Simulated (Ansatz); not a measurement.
## LiMg (P4/mmm): relaxing the cell for a phonon run

Task: relax LiMg (P4/mmm) tightly.

Calculated with Ansatz 0.2.0; DFT PBEsol, scalar-relativistic, plane waves, PAW.

Report form: the programs' logs are mostly left out.

**1. The starting structure**

The structure is tetragonal, space group P4/mmm (No. 123). The conventional cell has a = 3.378 Å, b = 3.378 Å, c = 3.553 Å, α = 90.00°, β = 90.00°, γ = 90.00°. Nearest to Li lie 8 Mg at 2.98 Å. Nearest to Mg lie 8 Li at 2.98 Å. Farther neighbours are not listed.

**2. Probe on a coarse mesh**

A quick single point on a coarse mesh tells whether the cell has a gap and how far it is from rest, which sets the k mesh and smearing that follow.

input.yaml

```yaml
crystal:
  lattice:
    - [3.378185, 0.0, 0.0]
    - [0.0, 3.378185, 0.0]
    - [0.0, 0.0, 3.55261]
  atoms:
    - { symbol: Li, position: [0.0, 0.0, 0.0] }
    - { symbol: Mg, position: [0.5, 0.5, 0.5] }
kpoints:
  mp_grid: { grid: [6, 6, 6] }
hamiltonian:
  xc: pbesol
scf:
  occupations: { method: gaussian, width: 0.1 }
output:
  forces: true
  stress: true
  eigenvalues: true
```

On the command line:

```
ansatz run input.yaml --threads 4 --pin off --max-ram 7168MiB --backend cpu --events-out ev --progress --plain --runs-dir out
```

Elapsed: 0.35 s, on 4 threads of Arm Neoverse V2, shared host; peak memory 0.27 GiB.

Numbers from this step:

| Item | Value |
| --- | --- |
| pressure | -0.4010 GPa |
| volume per atom | 20.27 Å³ |
| gap on the k-mesh | 0 eV |

The coarse mesh shows no gap and a pressure of -0.4 GPa.

**3. Bringing the structure to rest**

The cell and atoms are relaxed, since residual forces and stress would shift the frequencies.

input.yaml, the sections that differ from step 2:

```yaml
kpoints:
  mp_grid: { grid: [12, 12, 12] }
output:
  forces: true
  stress: true
  eigenvalues: true
  write_density: true
  write_potential: true
  elf: true
  volumetric_format: npy
relax:
  adjacent_minimum: "off"
  f_tol: 0.005
  max_steps: 80
  cell: { stress_tol: 0.05 }
# crystal, hamiltonian, scf: as in step 2
```

Elapsed: 6.9 s, on 4 threads; peak memory 0.39 GiB; 26 s of CPU time.

Step by step:

```
step  energy less that of the first step (eV)  largest force component (eV/Å)  pressure (GPa)  volume (Å³)
   1                                   0.0000                          0.0000           -0.46        40.54
   2                                  -0.0015                          0.0000           -0.04        39.87
   3                                  -0.0020                          0.0000            0.09        39.67
   4                                  -0.0026                          0.0000            0.37        39.25
   5                                  -0.0034                          0.0000            0.01        39.78
   6                                  -0.0034                          0.0000            0.00        39.79
  7*                                  -0.0034                          0.0000            0.00        39.79
```

Relaxation steps marked * repeat the geometry before them on a plane-wave basis chosen anew for their cell, so energy and pressure can jump there.

The run keeps the 16 symmetry operations that it works with, so distortions that break them were not tested.

```
conventional cell, symmetrised  before  after  change
                         a (Å)   3.378  3.414  +1.1 %
                         b (Å)   3.378  3.414  +1.1 %
                         c (Å)   3.553  3.414  -3.9 %
              volume (Å³/atom)   20.27  19.90  -1.9 %
```

The relaxed structure:

```xyz
2
Lattice="3.4145 0.0000 0.0000 0.0000 3.4145 0.0000 0.0000 0.0000 3.4131" Properties=species:S:1:pos:R:3 pbc="T T T"
Li    0.0000    0.0000    0.0000
Mg    1.7072    1.7072    1.7066
```

This step gave:

```yaml
pressure: 2.08e-4 GPa
volume_per_atom: 19.90 Å³
```

Electrostatic potential energy in the ac plane at fractional y = 0.000, with atoms of Li within 0.2 Å of it. With pseudopotentials it is smooth inside the atoms' cores, unlike the true potential.

Ten even steps from '0' (-24 eV) to '9' (6 eV), each cell a mean:
```
00379999998620
23689999999753
67899999999887
89999999999999
99999999999999
99999999999999
99999999999999
99999999999999
99999999999999
78899999999988
34689999999864
01479999998630
00278999998610
```
Columns run along a (3.4 Å; values clipped at the 3rd and 97th percentile), rows up along c (3.4 Å). Atoms in or near the plane, at fractional coordinates: Li at (0.00, 0.00).

Valence density in the ac plane at fractional y = 0.000, with atoms of Li within 0.2 Å of it. It is the smooth field of the valence electrons, not physical close to the nuclei.

Values in e/Å³, 13 rows by 14 columns, each cell a mean:
```
5.6 3.2 0.7 0.1 0.1 0.1 0.1 0.1 0.1 0.1 0.1 0.1 1.0 3.8
1.4 0.8 0.2 0.1 0.1 0.1 0.1 0.1 0.1 0.1 0.1 0.1 0.3 0.9
0.1 0.1 0.1 0.1 0.1 0.1 0.1 0.1 0.1 0.1 0.1 0.1 0.1 0.1
0.1 0.1 0.1 0.1 0.1 0.1 0.1 0.1 0.1 0.1 0.1 0.1 0.1 0.1
0.1 0.1 0.1 0.1 0.1 0.1 0.1 0.1 0.1 0.1 0.1 0.1 0.1 0.1
0.1 0.1 0.1 0.1 0.1 0.1 0.1 0.1 0.1 0.1 0.1 0.1 0.1 0.1
0.1 0.1 0.1 0.1 0.1 0.1 0.1 0.1 0.1 0.1 0.1 0.1 0.1 0.1
0.1 0.1 0.1 0.1 0.1 0.1 0.1 0.1 0.1 0.1 0.1 0.1 0.1 0.1
0.1 0.1 0.1 0.1 0.1 0.1 0.1 0.1 0.1 0.1 0.1 0.1 0.1 0.1
0.1 0.1 0.1 0.1 0.1 0.1 0.1 0.1 0.1 0.1 0.1 0.1 0.1 0.1
0.8 0.4 0.1 0.1 0.1 0.1 0.1 0.1 0.1 0.1 0.1 0.1 0.2 0.5
4.5 2.5 0.6 0.1 0.1 0.1 0.1 0.1 0.1 0.1 0.1 0.1 0.8 3.0
8.3 4.8 1.2 0.1 0.1 0.1 0.1 0.1 0.1 0.1 0.1 0.2 1.6 5.7
```
Columns run along a (3.4 Å), rows up along c (3.4 Å). Atoms in or near the plane, at fractional coordinates: Li at (0.00, 0.00).

ELF in the ac plane at fractional y = 0.000, with atoms of Li within 0.2 Å of it. It is the smooth field of the valence electrons, not physical close to the nuclei.

Values in units of 1e-1, 13 rows by 14 columns, each cell a mean:
```
9.5 8.3 3.3 0.4 1.4 3.7 5.0 5.3 4.8 3.3 0.9 0.6 4.5 8.9
5.4 3.4 0.8 0.5 2.3 4.4 5.4 5.6 5.3 4.1 1.7 0.4 1.2 4.1
0.5 0.4 0.6 1.8 4.0 5.3 5.9 6.0 5.8 5.2 3.5 1.4 0.5 0.4
1.3 1.6 2.5 4.1 5.4 6.0 6.3 6.4 6.3 5.9 5.2 3.7 2.3 1.5
3.6 3.9 4.6 5.4 6.0 6.4 6.6 6.7 6.6 6.3 5.9 5.2 4.5 3.8
5.0 5.2 5.5 6.0 6.3 6.6 6.7 6.8 6.7 6.6 6.2 5.9 5.5 5.1
5.1 5.3 5.6 6.0 6.4 6.6 6.8 6.8 6.7 6.6 6.3 5.9 5.5 5.2
4.3 4.6 5.1 5.7 6.2 6.5 6.7 6.7 6.6 6.4 6.1 5.5 5.0 4.5
1.7 2.1 3.1 4.5 5.6 6.1 6.4 6.5 6.3 6.1 5.4 4.2 2.9 2.0
0.3 0.4 0.9 2.5 4.5 5.6 6.0 6.1 6.0 5.5 4.1 2.0 0.8 0.4
3.4 1.9 0.5 0.7 2.7 4.7 5.5 5.7 5.4 4.4 2.1 0.5 0.7 2.3
9.3 7.5 2.6 0.4 1.5 3.8 5.1 5.3 4.9 3.4 1.0 0.5 3.6 8.2
9.9 9.3 4.6 0.4 1.2 3.4 4.8 5.2 4.7 2.9 0.8 0.9 6.0 9.5
```
Columns run along a (3.4 Å), rows up along c (3.4 Å). Atoms in or near the plane, at fractional coordinates: Li at (0.00, 0.00).

In this step the volume went from 20.27 to 19.90 Å³/atom.

**4. Tight relaxation**

Phonons need a cell at rest on their own settings, so the relaxation is repeated with tight tolerances on forces and stress, using the mesh and the filling of the phonon run that follows.

input.yaml

```yaml
crystal:
  lattice:
    - [3.4144931113, 0.0, 0.0]
    - [0.0, 3.4144931113, 0.0]
    - [0.0, 0.0, 3.4131204655]
  atoms:
    - { symbol: Li, position: [0.0, 0.0, 0.0] }
    - { symbol: Mg, position: [0.5, 0.5, 0.5] }
kpoints:
  mp_grid: { grid: [12, 12, 12] }
hamiltonian:
  xc: pbesol
scf:
  occupations: { method: methfessel_paxton, width: 0.15 }
output:
  forces: true
  stress: true
  eigenvalues: true
relax:
  adjacent_minimum: "off"
  f_tol: 0.001
  max_steps: 60
  cell: { stress_tol: 0.01 }
```

Wall time 2.2 s (4 threads); peak memory 0.38 GiB; 8 s of CPU time.

Little changed from the start: no atom moved by 0.005 Å and no cell edge by 0.1 %.

Numbers from this step:

| Item | Value |
| --- | --- |
| pressure | -0.005343 GPa |

The forces vanish by symmetry and the pressure is -0.005 GPa, within the tolerances set. The cell now holds 19.90 Å³/atom. Within 0.01 Å the structure now has space group Pm-3m, not the P4/mmm of the start.

**5. What came out**

```yaml
space_group_after_relaxation_within_0p01_a: Pm-3m
lattice_constant_a: 3.414 Å
lattice_constant_b: 3.414 Å
lattice_constant_c: 3.414 Å
volume_per_atom: 19.9 Å³
```

The forces vanish by symmetry and the pressure is -0.005 GPa, within the tolerances set. The cell now holds 19.90 Å³/atom. Within 0.01 Å the structure now has space group Pm-3m, not the P4/mmm of the start. The relaxation keeps the symmetry of its start, so it says nothing on stability against lower symmetry. The relaxed cell left the space group of the starting entry, even within 0.1 Å, so it may not be the phase that the entry, or a measurement on it, describes. The runs are without spin polarisation, although the cell has an odd electron count.

[Logs are printed without paths, hosts, clocks, repeated set-up lines and the standing remarks that a program may print on its own settings, such as how far it seeks lower states.]

[Hosts, paths, dates, database ids (printed as entryN), source tags and the programs' standing remarks are cut or masked in the printed files.]
